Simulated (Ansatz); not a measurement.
# Pd (Fm-3m, 1 atom in the cell): phonons and vibrational spectra, part 2 of 2

Aim: the phonons of Pd (Fm-3m, 1 atom in the cell) at a cell relaxed beforehand at this level.

Ansatz 0.2.0; DFT PBE, scalar-relativistic, plane waves, PAW.

So far, highest frequency on the path or at a solved wavevector (cm⁻¹): step 2 (the dispersion) 216.

### 3. The same by displaced supercells

Finite displacements in a 2×2×2 supercell give force constants from forces alone. They are exact at the wavevectors that the supercell holds, where they check the linear-response result.

The input, input.yaml:

```yaml
crystal:
  lattice:
    - [0.0, 1.971071988, 1.971071988]
    - [1.971071988, 0.0, 1.971071988]
    - [1.971071988, 1.971071988, 0.0]
  atoms:
    - { symbol: Pd, position: [0.0, 0.0, 0.0] }
kpoints:
  mp_grid: { grid: [20, 20, 20] }
hamiltonian:
  xc: pbe
scf:
  occupations: { method: methfessel_paxton, width: 0.2 }
output:
  eigenvalues: true
phonons:
  method: fd
  supercell: [2, 2, 2]
  temperatures: { t_max: 1000, t_step: 50 }
  qpath:
    path:
      - [[0.0, 0.0, 0.0], [0.5, 0.0, 0.5], [0.625, 0.25, 0.625]]
      - [[0.375, 0.375, 0.75], [0.0, 0.0, 0.0], [0.5, 0.5, 0.5], [0.5, 0.25, 0.75], [0.5, 0.0, 0.5]]
    npoints: 10
```

Command:

```
ansatz run input.yaml --threads 4 --pin off --max-ram 7168MiB --backend cpu --events-out ev --progress --plain --runs-dir out
```

Numbers of over 12 decimals in the logs are rounded to 6 here.

What it wrote:

```text
[...]
Crystal: 8 atoms, lattice volume = 122.526 Å³
Basis set: ecut = 420 eV, 2421 PW (Γ), exchange–correlation on 80×80×80 points (8 copies of the dense FFT grid, shifted against one another)
Bands: 85, of which v1, the nominal top of the filled ones, is band 72 counted from 1 (71 counted from 0)
Symmetry: 384 space group operations
k-points: 47 of 1000
[...]
SCF iter   1: F=—  HF=-55782.786808 eV  |F-HF|=—  |Δ(HF+E_count)|=         —  Δρ=1.62e-7  dr2=1.88e-11  ethr=1.00e-12  ⟨swp⟩=3.0  Hψ=10167  notcnv=0
[...]
SCF iter   2: F=-55782.786808 eV  HF=-55782.786808 eV  |F-HF|=7.28e-12  |Δ(HF+E_count)|=  7.28e-12  S|Δr|=    0.00e0  Δρ=8.08e-8  dr2=4.00e-12  ethr=1.00e-12  ⟨swp⟩=3.0  Hψ=10260  notcnv=0
SCF 1 converged in 2 iterations: F = -55782.786808 eV  dr2 = 4.00e-12
[...]
Symmetry: 8 space group operations
k-points: 102 of 1000 (time reversal used)
iter 1 solved again at ethr=1.29e-7 eV; its pass at ethr=3.10e-3 eV (dr2=1.86e-4 eV) is discarded
[...]
SCF iter   7: F=-55782.786780 eV  HF=-55782.786780 eV  |F-HF|=0.00e0  |Δ(HF+E_count)|=    0.00e0  S|Δr|=    0.00e0  Δρ=6.74e-8  dr2=3.54e-12  ethr=1.00e-12  ⟨swp⟩=4.0  Hψ=36043  notcnv=0
SCF 2 converged in 7 iterations: F = -55782.786780 eV  dr2 = 3.54e-12
[...]
SCF converged after 2 iterations
[...]
Free energy (F): -55782.786808 eV
[...]
Internal energy: -55782.726769 eV  (E = F + TS)
E sigma→0 (E₀):  -55782.771798 eV
Entropy (-TS):   -0.060039 eV (-7.505 meV/atom)
Fermi energy:    18.819537 eV
[...]
--- Band table (eV; the first three rows and the last of 47) ---
  k-point 0: bands = [... 68 lower, 19.0971, 19.0971, 19.0971, 19.0971, 19.0971, 19.9194, 19.9194, 19.9194, ... 9 higher]
  k-point 1: bands = [... 68 lower, 18.8826, 18.8826, 19.0587, 19.0587, 19.0587, 19.5022, 20.3485, 20.3485, ... 9 higher]
  k-point 2: bands = [... 68 lower, 18.8162, 18.8162, 18.8162, 18.9951, 18.9951, 18.9951, 21.0332, 21.0332, ... 9 higher]
  k-point 46: bands = [... 68 lower, 18.2956, 18.2956, 18.6839, 18.6839, 18.7773, 18.7773, 19.4489, 19.4489, ... 9 higher]
--- Phonons: 1 displaced member + reference (amplitude 0.0025 Å, Σ member SCF iterations 7) ---
  symmetry images taken by strict's conditions (phonons.symmetry_images: auto; settled by no image being taken that strict refuses)
  ASR residual: 3.819e-4 → 0.000e0 eV/Å²; symmetrization residual: 3.553e-15 eV/Å²
  largest component of a force at the reference: 6.5e-29 eV/Å
  ASR residual per site (eV/Å²): 3.82e-4
  Γ frequencies (cm⁻¹): 0.00 0.00 0.00
[...]
```

Wall time 21 s (4 threads of Arm Neoverse V2, shared host); peak memory 1.1 GiB; 83 s of CPU time.

Numbers from this step:

```yaml
atoms_in_the_supercell: 8
sum_rule_residual_before_enforcement: 3.82e-4 eV/Å²
```

Interpolated from a 2×2×2 supercell, rough between the solved points. The phonon branches at the labelled points (cm⁻¹):

| point | branch 1 | branch 2 | branch 3 |
| --- | --- | --- | --- |
| Γ | 0 | 0 | 0 |
| halfway | 106 | 106 | 149 |
| X | 146 | 146 | 209 |
| halfway | 144 | 155 | 205 |
| U | 135 | 174 | 194 |
| jump to K | 135 | 174 | 194 |
| halfway | 82 | 119 | 164 |
| Γ | 0 | 0 | 0 |
| halfway | 75 | 75 | 153 |
| L | 106 | 106 | 216 |
| halfway | 123 | 149 | 204 |
| W | 148 | 182 | 182 |
| halfway | 147 | 158 | 202 |
| X | 146 | 146 | 209 |

The phonon branches as a text plot (rows in cm⁻¹):

```
    212 |            **                         ******         **
    203 |         ***  **                      *      **     **
    194 |                **                   *         *   *
    185 |        *         ****                          ***
    176 |                 *    *             *           * *
    167 |       *        *  *   *                       *   *
    158 |              **    **                        *     **
    149 |      *    ***                     *         *  ********
    140 |         **   ****    * *                   *  *
    131 |        *         *               *           *
    122 |    ** *           *   *                   ***
    113 |                         **              ***
    104 |      *             **                ****
     95 |   *                  * *        *   *
     86 |    **                 *            *
     77 |                         ***       *
     68 |  **                    *       *
     59 |                                  *
     50 |  *                      ***     *
     41 |                            *
     32 | *                         *   **
     23 | *                          *
     14 |                            *  *
      5 |*                            **
         Γ           X  U|K            Γ         L        W     X
```

Tetrahedra on a 28×28×28 mesh, mean over bins of 2 cm-1. Interpolated from a 2×2×2 supercell, rough between the solved points. Table of phonon density of states by wavenumber; read off at these points:

wavenumber (cm⁻¹), phonon density of states (1/cm⁻¹/cell) and a bar:
```
      5.0     0.0000 
     10.0     0.0001 
     15.0     0.0002 
     20.0     0.0003 
     25.0     0.0005 
     30.0     0.0008 #
     35.0     0.0010 #
     40.0     0.0014 #
     45.0     0.0018 #
     50.0     0.0023 ##
     55.0     0.0028 ##
     60.0     0.0035 ##
     65.0     0.0042 ###
     70.0     0.0051 ####
     75.0     0.0061 ####
     80.0     0.0073 #####
     85.0     0.0087 ######
     90.0     0.0105 #######
     95.0     0.0127 #########
    100.0     0.0159 ###########
    105.0     0.0214 ###############
    110.0     0.0263 ##################
    115.0     0.0272 ###################
    120.0     0.0280 ####################
    125.0     0.0289 ####################
    130.0     0.0297 #####################
    135.0     0.0305 #####################
    140.0     0.0313 ######################
    145.0     0.0324 #######################
    150.0     0.0179 #############
    155.0     0.0179 #############
    160.0     0.0176 ############
    165.0     0.0172 ############
    170.0     0.0163 ###########
    175.0     0.0149 ##########
    180.0     0.0112 ########
    185.0     0.0145 ##########
    190.0     0.0325 #######################
    195.0     0.0401 ############################
    197.0     0.0429 ##############################
    200.0     0.0305 #####################
    205.0     0.0179 #############
    210.0     0.0085 ######
    215.0     0.0032 ##
```

The highest branch reaches 216 cm⁻¹ on this path, at L. No branch goes imaginary on this path.

### 4. Outcome

| Property | Result |
| --- | --- |
| space group (within 0.01 Å) | Fm-3m |
| volume per atom | 15.3 Å³ |
| electronic character | no gap on this mesh |
| lowest mode on the q mesh (acoustic modes at Γ apart) | 64.1 cm⁻¹ |
| highest frequency on the path or at a solved wavevector | 216 cm⁻¹ |
| zero-point energy per atom | 25.6 meV |
| heat capacity at 300 K | 24.0 J/(mol atoms K) |
| vibrational entropy at 300 K | 37.3 J/(mol atoms K) |
| Debye temperature (second moment) | 268 K |
| imaginary modes on the 4×4×4 q mesh | none |

In words: The structure is a minimum as far as tested: no mode is imaginary at the 8 irreducible wavevectors of the 4×4×4 mesh, and the softest away from the acoustic zeros lies at 64 cm⁻¹. Some magnetic starts kept moments in single points, but the one carried on lost them, and the others were not relaxed, so the runs shown are non-magnetic; if the real compound is magnetic, its cell and modes can differ much. With no gap, or one that is small against the smearing, the frequencies hang on the k mesh and the smearing, most of all near Kohn anomalies. These are harmonic frequencies at zero temperature: anharmonic shifts, linewidths and thermal expansion are left out.

[Logs are printed without paths, hosts, clocks, repeated set-up lines and the standing remarks that a program may print on its own settings, such as how far it seeks lower states.]

[Hosts, paths, dates, database ids (printed as entryN), source tags and the programs' standing remarks are cut or masked in the printed files.]
